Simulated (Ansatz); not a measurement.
**NaB (Fm-3m): following an unstable mode**

Wanted: the energy along a soft mode of NaB (Fm-3m) and the structure at the end.

Calculated with Ansatz 0.2.0; DFT PBEsol, scalar-relativistic, plane waves, PAW.

Report form: the programs' logs are mostly left out.

### Step 1. Starting point

It takes space group Fm-3m (No. 225, cubic). Conventional cell: a = 5.305 Å, b = 5.305 Å, c = 5.305 Å, α = 90.00°, β = 90.00°, γ = 90.00°. Na has 6 B at 2.65 Å nearest. Nearest to B lie 6 Na at 2.65 Å. Farther neighbours are not listed.

### Step 2. Response at finite wavevector

The cell comes from relaxations at this level that are not shown. Stability and thermal properties need the whole zone. Linear response on a 4×4×4 q mesh gives force constants as far as a supercell of that size would.

input.yaml reads:

```yaml
crystal:
  lattice:
    - [0.0, 2.6524525913, 2.6524525913]
    - [2.6524525913, 0.0, 2.6524525913]
    - [2.6524525913, 2.6524525913, 0.0]
  atoms:
    - { symbol: Na, position: [0.0, 0.0, 0.0] }
    - { symbol: B, position: [0.5, 0.5, 0.5] }
kpoints:
  mp_grid: { grid: [12, 12, 12] }
hamiltonian:
  xc: pbesol
scf:
  occupations: { method: methfessel_paxton, width: 0.15 }
output:
  eigenvalues: true
phonons:
  method: dfpt
  qmesh: [4, 4, 4]
  temperatures: { t_max: 1000, t_step: 50 }
  qpath:
    path:
      - [[0.0, 0.0, 0.0], [0.5, 0.0, 0.5], [0.625, 0.25, 0.625]]
      - [[0.375, 0.375, 0.75], [0.0, 0.0, 0.0], [0.5, 0.5, 0.5], [0.5, 0.25, 0.75], [0.5, 0.0, 0.5]]
    npoints: 10
```

On the command line:

```console
ansatz run input.yaml --threads 4 --pin off --max-ram 7168MiB --backend cpu --events-out ev --progress --plain --runs-dir out
```

Run time: 91 s. Hardware: 4 threads of Intel Xeon Platinum 8488C (Sapphire Rapids), shared host; peak memory 1.7 GiB.

This step gave:

| Item | Value |
| --- | --- |
| volume per atom | 18.66 Å³ |
| gap on the k-mesh | 0 eV |
| sum-rule residual before enforcement | 8.10e-5 eV/Å² |
| lowest frequency on the path | -206.4 cm⁻¹ |
| point group | m-3m |
| highest frequency on the path or at a solved wavevector | 305.8 cm⁻¹ |
| highest optical mode at the zone centre (no LO-TO term) | 305.8 cm⁻¹ |
| lowest optical zone-centre mode | 305.8 cm⁻¹ |
| lowest mode on the q mesh (acoustic modes at Γ apart) | -206.4 cm⁻¹ |

Frequencies (cm⁻¹) solved at each irreducible wavevector; negative means imaginary. Frequencies by wavevector, by row:

| q in reciprocal lattice units | star | mode 1 | mode 2 | mode 3 | mode 4 | mode 5 | mode 6 |
| --- | --- | --- | --- | --- | --- | --- | --- |
| 0 0 0 | 1 | 0 | 0 | 0 | 305.8 | 305.8 | 305.8 |
| 0 0 0.25 | 8 | 66.5 | 108.5 | 108.5 | 263.1 | 281.5 | 281.5 |
| 0 0 -0.5 | 4 | -68.5 | 181.8 | 181.8 | 197.7 | 235.8 | 235.8 |
| 0 0.25 0.25 | 6 | -79.9 | -79.9 | 183.7 | 218.5 | 299.9 | 299.9 |
| 0 0.25 -0.5 | 24 | -148.3 | 57 | 59 | 251 | 279.2 | 281.1 |
| 0 0.25 -0.25 | 12 | -112.6 | 131.1 | 180.7 | 193.2 | 242.6 | 299.7 |
| 0 -0.5 -0.5 | 3 | -206.4 | -131.5 | -131.5 | 283.3 | 304.9 | 304.9 |
| 0.25 -0.5 -0.25 | 6 | -174.3 | -174.3 | 186.6 | 206.5 | 287.4 | 287.4 |

Interpolated from a 4×4×4 q mesh. The phonon branches at the labelled points (cm⁻¹):

| point | branch 1 | branch 2 | branch 3 | branch 4 | branch 5 | branch 6 |
| --- | --- | --- | --- | --- | --- | --- |
| Γ | 0 | 0 | 0 | 306 | 306 | 306 |
| halfway | -80 | -80 | 184 | 218 | 300 | 300 |
| X | -206 | -132 | -132 | 283 | 305 | 305 |
| halfway | -202 | -123 | -112 | 284 | 294 | 298 |
| U | -184 | -91 | 25 | 263 | 282 | 286 |
| jump to K | -184 | -91 | 25 | 263 | 282 | 286 |
| halfway | -80 | 130 | 163 | 226 | 259 | 302 |
| Γ | 0 | 0 | 0 | 306 | 306 | 306 |
| halfway | 66 | 108 | 108 | 263 | 282 | 282 |
| L | -68 | 182 | 182 | 198 | 236 | 236 |
| halfway | -142 | 39 | 188 | 193 | 269 | 277 |
| W | -174 | -174 | 187 | 206 | 287 | 287 |
| halfway | -198 | -145 | -23 | 278 | 284 | 298 |
| X | -206 | -132 | -132 | 283 | 305 | 305 |

Symmetry leaves 8 wavevectors to solve. The lowest mode among them, the acoustic zeros apart, lies at q = (0, -0.5, -0.5) and is imaginary, 206.4i cm⁻¹, so the energy falls along it.

### Step 3. The mode frozen in, largest atomic shift 0 Å

The mode followed lies at q = (0, -0.5, -0.5) with frequency 206.4i cm⁻¹, the softest among the wavevectors solved. At small amplitude the distorted cell has space group no. 129 by a symmetry search on the positions. The undistorted cell that holds it gives the zero of energy on the same k mesh.

System of this step: NaB. The structure is cubic, space group Fm-3m (No. 225). Conventional cell: a = 5.305 Å, b = 5.305 Å, c = 5.305 Å, α = 90.00°, β = 90.00°, γ = 90.00°. Nearest to Na lie 6 B at 2.65 Å. Nearest to B lie 6 Na at 2.65 Å. Farther neighbours are not listed.

input.yaml reads:

```yaml
crystal:
  lattice:
    - [0.0, -2.6524525913, -2.6524525913]
    - [0.0, 2.6524525913, -2.6524525913]
    - [5.3049051826, 0.0, 0.0]
  atoms:
    - { symbol: Na, position: [0.5, 0.5, 0.5] }
    - { symbol: Na, position: [0.0, 0.0, 0.0] }
    - { symbol: B, position: [0.5, 0.5, 0.0] }
    - { symbol: B, position: [0.0, 0.0, 0.5] }
kpoints:
  mp_grid: { grid: [10, 10, 8] }
hamiltonian:
  xc: pbesol
scf:
  occupations: { method: methfessel_paxton, width: 0.15 }
output:
  forces: true
  stress: true
  eigenvalues: true
```

Wall time 1.2 s (4 threads); peak memory 0.47 GiB; 3.8 s of CPU time.

Numbers from this step:

```yaml
pressure: -0.02775 GPa
energy_from_the_undistorted_cell: 0 meV/atom
```

The run ends at a pressure of -0.03 GPa.

### Step 4. The mode frozen in, largest atomic shift 0.6 Å

The atoms are moved along the unstable eigenvector, the largest shift by 0.6 Å, with the cell fixed.

input.yaml, the sections that differ from step 3:

```yaml
crystal:
  lattice:
    - [0.0, -2.6524525913, -2.6524525913]
    - [0.0, 2.6524525913, -2.6524525913]
    - [5.3049051826, 0.0, 0.0]
  atoms:
    - { symbol: Na, position: [0.5, 0.5, 0.5529380461] }
    - { symbol: Na, position: [0.0, 0.0, -0.0529380461] }
    - { symbol: B, position: [0.5, 0.5, 0.1131028698] }
    - { symbol: B, position: [0.0, 0.0, 0.3868971302] }
# kpoints, hamiltonian, scf, output: as in step 3
```

Elapsed: 1.3 s, on 4 threads; peak memory 0.46 GiB; 4.1 s of CPU time.

This step gave:

- pressure: -2.419 GPa
- energy from the undistorted cell: -114.8 meV/atom

The energy, extrapolated to zero smearing, is -114.78 meV/atom against the undistorted cell.

The run ends at a pressure of -2.42 GPa, with forces up to 0.89 eV/Å.

### Step 5. Energy along the mode, all amplitudes (two of the runs are shown above)

An imaginary frequency means negative curvature, so the energy should fall and then rise again as anharmonic terms take over.

Numbers from this step:

```
depth at the lowest point sampled  : 114.8 meV/atom
largest atomic shift at that point : 0.6 Å
```

Table of energy from the parent by largest atomic shift:

| largest atomic shift (Å) | energy from the parent (meV/atom) |
| --- | --- |
| 0.000 | 0 |
| 0.040 | -1.11 |
| 0.080 | -4.3 |
| 0.140 | -12.4 |
| 0.220 | -28.7 |
| 0.320 | -55.3 |
| 0.450 | -91.9 |
| 0.600 | -115 |

Displacement at unit largest shift by atom:

| atom | x (Å) | y (Å) | z (Å) | size |
| --- | --- | --- | --- | --- |
| Na1 | 0.47 | 0.00 | 0.00 | 0.47 |
| Na2 | -0.47 | 0.00 | 0.00 | 0.47 |
| B3 | 1.00 | 0.00 | 0.00 | 1.00 |
| B4 | -1.00 | 0.00 | 0.00 | 1.00 |

The lowest of the steps tried is the last one, at 0.6 Å, 115 meV/atom below the parent; the bottom of the well need not coincide with a step.

### Step 6. Relaxing from the distorted cell

Starting from the lowest point found, all atoms and the cell are let go, so that strain and other modes of the same symmetry can join in.

Changes to input.yaml since step 4:

```diff
@@ -20 +20,6 @@
   eigenvalues: true
+relax:
+  adjacent_minimum: "off"
+  f_tol: 0.002
+  max_steps: 120
+  cell: { stress_tol: 0.03 }
```

Wall time 29 s (4 threads); peak memory 0.51 GiB.

Relaxation path (22 of 23):

| step | energy less that of the first step (eV) | largest force component (eV/Å) | pressure (GPa) | volume (Å³) |
| --- | --- | --- | --- | --- |
| 1 | 0.0000 | 0.8923 | -2.42 | 74.65 |
| 2 | -0.5053 | 0.2693 | -3.18 | 68.41 |
| 3 | -0.9559 | 0.4756 | -3.61 | 63.20 |
| 4 | -1.4145 | 0.3762 | -2.73 | 58.35 |
| 5 | -1.9098 | 0.5127 | 0.16 | 54.12 |
| 6 | -2.4004 | 0.3081 | 4.44 | 51.22 |
| 7 | -2.7609 | 0.1051 | 5.96 | 50.98 |
| 8 | -3.0247 | 0.2233 | 5.25 | 51.66 |
| 9 | -3.1976 | 0.0907 | 2.56 | 53.10 |
| 10 | -3.2655 | 0.0775 | 0.28 | 54.49 |
| 11 | -3.2109 | 0.2266 | 4.37 | 51.71 |
| 13 | -3.2672 | 0.0010 | 0.01 | 54.56 |
| 14* | -3.4610 | 0.0127 | 3.12 | 54.56 |
| 15 | -3.5296 | 0.0130 | 1.76 | 56.16 |
| 16 | -3.5741 | 0.0198 | 0.33 | 58.20 |
| 17 | -3.5797 | 0.0747 | -0.04 | 59.10 |
| 18 | -3.5797 | 0.0424 | 0.02 | 59.18 |
| 19 | -3.5803 | 0.0057 | 0.02 | 59.08 |
| 20 | -3.5803 | 0.0000 | 0.00 | 59.10 |
| 21* | -3.5840 | 0.0003 | 0.08 | 59.10 |
| 22 | -3.5841 | 0.0005 | 0.01 | 59.23 |
| 23* | -3.5841 | 0.0005 | 0.01 | 59.23 |

Relaxation steps marked * repeat the geometry before them on a plane-wave basis chosen anew for their cell, so energy and pressure can jump there. Other such steps can lie between the rows shown. Relaxation step 11 was tried and not accepted.

Forces are held to the 16 operations that the run works with; a distortion that breaks them can't arise in this run.

| cell as run | before | after | change |
| --- | --- | --- | --- |
| a (Å) | 3.751 | 2.737 | -27.0 % |
| b (Å) | 3.751 | 2.737 | -27.0 % |
| c (Å) | 5.305 | 7.909 | +49.1 % |
| volume (Å³/atom) | 18.66 | 14.81 | -20.6 % |

The atoms that moved most (Å, as changes of fractional coordinates times the final cell):

| atom | dx | dy | dz | length |
| --- | --- | --- | --- | --- |
| B3 | 0.970 | 0.000 | 0.000 | 0.970 |
| B4 | -0.970 | 0.000 | 0.000 | 0.970 |
| Na2 | -0.006 | 0.000 | 0.000 | 0.006 |
| Na1 | 0.006 | 0.000 | 0.000 | 0.006 |

The relaxed structure:

```xyz
4
Lattice="0.0000 -1.9351 -1.9351 0.0000 1.9351 -1.9351 7.9091 0.0000 0.0000" Properties=species:S:1:pos:R:3 pbc="T T T"
Na    4.3790    0.0000   -1.9351
Na   -0.4244    0.0000    0.0000
B     1.8648    0.0000   -1.9351
B     2.0898    0.0000    0.0000
```

This step gave:

| Item | Value |
| --- | --- |
| pressure | 0.01081 GPa |
| volume per atom | 14.81 Å³ |

The distorted start has space group P4/nmm; the relaxation ends in P4/nmm.

### Step 7. The new phase in its own primitive cell

The relaxed structure is symmetrised, reduced to its primitive cell and relaxed tightly, as its phonons need.

input.yaml, the sections that differ from step 6:

```yaml
crystal:
  lattice:
    - [2.7366384855, 0.0, 0.0]
    - [0.0, 2.7366384855, 0.0]
    - [0.0, 0.0, 7.9091395193]
  atoms:
    - { symbol: Na, position: [0.0, 0.5, 0.3036572828] }
    - { symbol: Na, position: [0.5, 0.0, 0.6963427172] }
    - { symbol: B, position: [0.0, 0.5, 0.9857789117] }
    - { symbol: B, position: [0.5, 0.0, 0.0142210883] }
kpoints:
  mp_grid: { grid: [14, 14, 6] }
relax:
  adjacent_minimum: "off"
  f_tol: 0.001
  max_steps: 60
  cell: { stress_tol: 0.01 }
# hamiltonian, scf, output: as in step 6
```

It took 8.6 s on 4 threads; peak memory 0.51 GiB.

Step by step:

| step | energy less that of the first step (eV) | largest force component (eV/Å) | pressure (GPa) | volume (Å³) |
| --- | --- | --- | --- | --- |
| 1 | 0.0000 | 0.0782 | 0.21 | 59.23 |
| 2 | -0.0008 | 0.0392 | 0.05 | 59.22 |
| 3 | -0.0014 | 0.0110 | -0.02 | 59.50 |
| 4 | -0.0014 | 0.0046 | -0.03 | 59.54 |
| 5 | -0.0014 | 0.0002 | 0.00 | 59.51 |
| 6* | -0.0015 | 0.0003 | 0.00 | 59.51 |

Relaxation steps marked * repeat the geometry before them on a plane-wave basis chosen anew for their cell, so energy and pressure can jump there.

The run keeps the 16 symmetry operations that it works with, so distortions that break them were not tested.

| conventional cell, symmetrised | before | after | change |
| --- | --- | --- | --- |
| a (Å) | 2.737 | 2.740 | +0.1 % |
| b (Å) | 2.737 | 2.740 | +0.1 % |
| c (Å) | 7.909 | 7.929 | +0.3 % |
| volume (Å³/atom) | 14.81 | 14.88 | +0.5 % |

The atoms that moved most (Å, as changes of fractional coordinates times the final cell):

| atom | dx | dy | dz | length |
| --- | --- | --- | --- | --- |
| B3 | 0.000 | 0.000 | 0.012 | 0.012 |
| B4 | 0.000 | 0.000 | -0.012 | 0.012 |
| Na2 | 0.000 | 0.000 | -0.012 | 0.012 |
| Na1 | 0.000 | 0.000 | 0.012 | 0.012 |

The relaxed structure:

```xyz
4
Lattice="2.7395 0.0000 0.0000 0.0000 2.7395 0.0000 0.0000 0.0000 7.9293" Properties=species:S:1:pos:R:3 pbc="T T T"
Na    0.0000    1.3698    2.4195
Na    1.3698    0.0000    5.5098
B     0.0000    1.3698    7.8291
B     1.3698    0.0000    0.1003
```

Numbers from this step:

- pressure: 0.002977 GPa
- volume per atom: 14.88 Å³

The largest force component left is 0.26 meV/Å and the pressure is 0.003 GPa, within the tolerances set. The cell now holds 14.88 Å³/atom.

### Step 8. Modes of the new phase, k-mesh 14×14×6

A relaxed structure may still be a saddle point, so its zone-centre modes are computed. No field response is asked, since the mesh shows no gap.

input.yaml, the sections that differ from step 7:

```yaml
crystal:
  lattice:
    - [2.7395230115, 0.0, 0.0]
    - [0.0, 2.7395230115, 0.0]
    - [0.0, 0.0, 7.9293461246]
  atoms:
    - { symbol: Na, position: [0.0, 0.5, 0.3051356512] }
    - { symbol: Na, position: [0.5, 0.0, 0.6948643488] }
    - { symbol: B, position: [0.0, 0.5, 0.9873526072] }
    - { symbol: B, position: [0.5, 0.0, 0.0126473928] }
output:
  eigenvalues: true
phonons:
  method: dfpt
# kpoints, hamiltonian, scf: as in step 7
# relax: removed
```

The job ended after 18 s (4 threads; peak memory 1 GiB; 65 s of CPU time).

Numbers from this step:

| Quantity | Value |
| --- | --- |
| sum-rule residual before enforcement | 4.06e-5 eV/Å² |
| point group | 4/mmm |
| highest optical mode at the zone centre (no LO-TO term) | 482.8 cm⁻¹ |
| lowest optical zone-centre mode | -303.2 cm⁻¹ |

Patterns of degenerate modes are one choice out of their space. Modes at Γ, with each element's share of the kinetic energy (negative means imaginary):

| mode | frequency (cm⁻¹) | symmetry | Na % | B % |
| --- | --- | --- | --- | --- |
| 1 | -303.2 | Eg | 1 | 99 |
| 2 | -303.2 | Eg | 1 | 99 |
| 3 | 0.0 | acoustic | 68 | 32 |
| 4 | 0.0 | acoustic | 68 | 32 |
| 5 | 0.0 | acoustic | 68 | 32 |
| 6 | 13.5 | Eu | 32 | 68 |
| 7 | 13.5 | Eu | 32 | 68 |
| 8 | 44.0 | Eg | 99 | 1 |
| 9 | 44.0 | Eg | 99 | 1 |
| 10 | 196.1 | A1g | 97 | 3 |
| 11 | 304.8 | A2u | 32 | 68 |
| 12 | 482.8 | A1g | 3 | 97 |

Displacements in mode 1 (-303.2 cm⁻¹), the largest set to 1:
```
Na1  0.00 -0.05  0.00
Na2  0.00  0.05  0.00
B3   0.00  1.00  0.00
B4   0.00 -1.00  0.00
```

Displacements in mode 7 (13.5 cm⁻¹), the largest set to 1:
```
Na1 -0.06 -0.47  0.00
Na2 -0.06 -0.47  0.00
B3   0.13  1.00  0.00
B4   0.13  1.00  0.00
```

Before it was imposed, the acoustic sum rule was missed by 4.1e-5 eV/Å². Small misses are needed for a sound result but don't prove that mesh and cutoff are converged. The lowest optical mode is imaginary, 303.2i cm⁻¹, so the energy falls along it.

### Step 9. Outcome

```json
{"unstable mode of the parent": "q = (0, -0.5, -0.5), 206i cm⁻¹", "depth at the lowest point sampled": "115 meV/atom", "largest atomic shift at that point": "0.6 Å", "space group reached (within 0.01 Å)": "P4/nmm", "energy gained over the parent (first relaxation, on the mesh of the frozen mode)": "1011 meV/atom", "volume per atom, phase reached": "14.9 Å³", "lowest optical zone-centre mode, phase reached": "-303 cm⁻¹", "highest optical mode at the zone centre (no LO-TO term), phase reached": "483 cm⁻¹"}
```

Along this mode the structure falls into P4/nmm, 1011 meV/atom below the parent. At the parent's cell the well is 114.8 meV/atom deep on the steps tried, with its lowest point at a shift of 0.6 Å. That is the last step tried, so the steps alone don't bracket the bottom of the well. Relaxing atoms and cell changes the gain by +896.24 meV/atom against the lowest step (energies at zero smearing). Most of the total comes from this relaxation. The new phase still has an imaginary mode at the zone centre of its cell, so it is a saddle point on the way to a lower structure. Of the 4 patterns followed to their end from this parent, this one ends 551 meV/atom above the lowest, Ibam. Each path keeps the symmetry of its pattern, so a lower phase may lie along a pattern not tried. With no gap, or one that is small against the smearing, the frequencies hang on the k mesh and the smearing, most of all near Kohn anomalies. The volume moved by more than a tenth on the k mesh of the start, so the energy gain is rough. A phonon run warned that its eigensolver left some bands unconverged in a pass.

[Logs are printed without paths, hosts, clocks, repeated set-up lines and the standing remarks that a program may print on its own settings, such as how far it seeks lower states.]

[Hosts, paths, dates, database ids (printed as entryN), source tags and the programs' standing remarks are cut or masked in the printed files.]
